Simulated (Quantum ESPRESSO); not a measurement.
# Calculated records

**Magnetic state of Mn2Ga2S5 from several starts**

The structure is trigonal, space group P-3m1 (No. 164). The conventional cell has a = 3.728 Å, b = 3.728 Å, c = 15.333 Å, α = 90.00°, β = 90.00°, γ = 120.00°. Mn has 6 S at 2.52 to 2.63 Å nearest. Nearest to Ga lie 4 S at 2.23 to 2.38 Å. Nearest to S lie 6 Mn at 2.63 Å. Nearest to S lie 1 Ga at 2.23 Å and 3 Mn at 2.52 Å. S has 3 Ga at 2.38 Å nearest. Farther neighbours and most contacts between anions are not listed.

```
Mn Ga S
1.0
     3.72795    0.00000    0.00000
    -1.86398    3.22850    0.00000
     0.00000    0.00000   15.33346
Mn Ga S
2 2 5
Direct
  0.33333 0.66667 0.40190
  0.66667 0.33333 0.59810
  0.33333 0.66667 0.82860
  0.66667 0.33333 0.17140
  0.00000 0.00000 0.50000
  0.33333 0.66667 0.68311
  0.66667 0.33333 0.31689
  0.33333 0.66667 0.10589
  0.66667 0.33333 0.89411
```

* method: LDA with U = 4 eV on Mn d (ortho-atomic projectors); plane waves with GBRV 1.5 LDA potentials, no spin-orbit coupling, projections on orthogonalised atomic orbitals (and 2 further levels or steps)
* program: Quantum ESPRESSO 7.5
* settings of one run: GBRV 1.5 LDA, cutoff 544.23 eV, 6×6×2 k-mesh, 67 bands, fermi-dirac occupations, smearing width 0.05 eV, collinear spin, SCF threshold 1.80e-8, Hubbard form dudarev, Hubbard projectors ortho-atomic, starting moments 4.5 -4.5 0 0 0 0 0 0 0 μB
* cost: 4 runs, 3.5 min in all on 4 MPI ranks of Intel Xeon 6975P-C (Granite Rapids), shared host (the runs of this entry)
* lowest state found: antiferromagnetic (from antiferro +-)
* largest site moment: 4.33 μB
* next state with moments: ferromagnetic, 27.2 meV a seeded atom higher

The largest moment reads 4.33 μB in the sphere and 4.70 μB by Löwdin projection; a site moment hangs on how space is shared out. Only these 2 starts were compared; other wavevectors, canted and longer-period orders were not.

**KCrF3: which magnetic order is lowest**

The structure is monoclinic, space group C2/m (No. 12). The conventional cell has a = 7.977 Å, b = 8.575 Å, c = 5.826 Å, α = 90.00°, β = 133.11°, γ = 90.00°. Nearest to K lie 12 F at 2.79 to 3.21 Å. Nearest to Cr lie 6 F at 1.98 to 2.31 Å. Cr has 6 F at 1.98 to 2.30 Å nearest. F has 2 Cr at 1.98 to 2.30 Å and 4 K at 2.79 to 3.09 Å nearest. F has 2 Cr at 1.98 to 2.31 Å and 4 K at 2.92 Å nearest. Nearest to F lie 2 Cr at 2.00 to 2.02 Å and 4 K at 2.84 to 3.21 Å. Farther neighbours and most contacts between anions are not listed.

```
CELL_PARAMETERS angstrom
3.98826 -4.28773 0.00000
3.98826 4.28773 0.00000
-3.98187 0.00000 4.25346
ATOMIC_POSITIONS crystal
K 0.25160 0.74840 0.00000
K 0.74840 0.25160 0.00000
Cr 0.00000 0.00000 0.50000
Cr 0.50000 0.50000 0.50000
F 0.79800 0.79800 0.03700
F 0.20200 0.20200 0.96300
F 0.73050 0.26950 0.50000
F 0.26950 0.73050 0.50000
F 0.28000 0.28000 0.55800
F 0.72000 0.72000 0.44200
```

| Item | Value |
| --- | --- |
| method | LDA with U = 3.5 eV on Cr d (ortho-atomic projectors); plane waves with GBRV 1.5 LDA potentials, no spin-orbit coupling (and 1 further level or step) |
| program | Quantum ESPRESSO 7.5 |
| settings of one run | GBRV 1.5 LDA, cutoff 544.23 eV, 6×6×6 k-mesh, 61 bands, fermi-dirac occupations, smearing width 0.05 eV, collinear spin, SCF threshold 2.00e-8, Hubbard form dudarev, Hubbard projectors ortho-atomic, mesh matched on, starting moments 0 0 3 3 0 0 0 0 0 0 μB |
| cost | 2 runs, 4.7 min in all on 4 MPI ranks of Intel Xeon 6975P-C (Granite Rapids), shared host (the runs of this entry) |
| notes | The run is spin-polarised, with a total moment of 8.00 μB a cell (absolute 8.09). |
| lowest state found | ferromagnetic (from ferro ++) |
| largest site moment | 3.10 μB |
| next state with moments | antiferromagnetic, 22.0 meV a seeded atom higher |

This is the lowest of 2 collinear or spinless starts, no proof of the ground state.

[Logs and program files are shortened in this print: banners, set-up blocks, solver, clock and traceback lines can be left out without a mark of their own.]

[Logs are printed without paths, hosts, clocks, repeated set-up lines and the standing remarks that a program may print on its own settings, such as how far it seeks lower states.]

[Hosts, paths, dates, database ids (printed as entryN), source tags and the programs' standing remarks are cut or masked in the printed files.]

[Where a cell is said to come from a database of computed structures, the database is the Materials Project.]
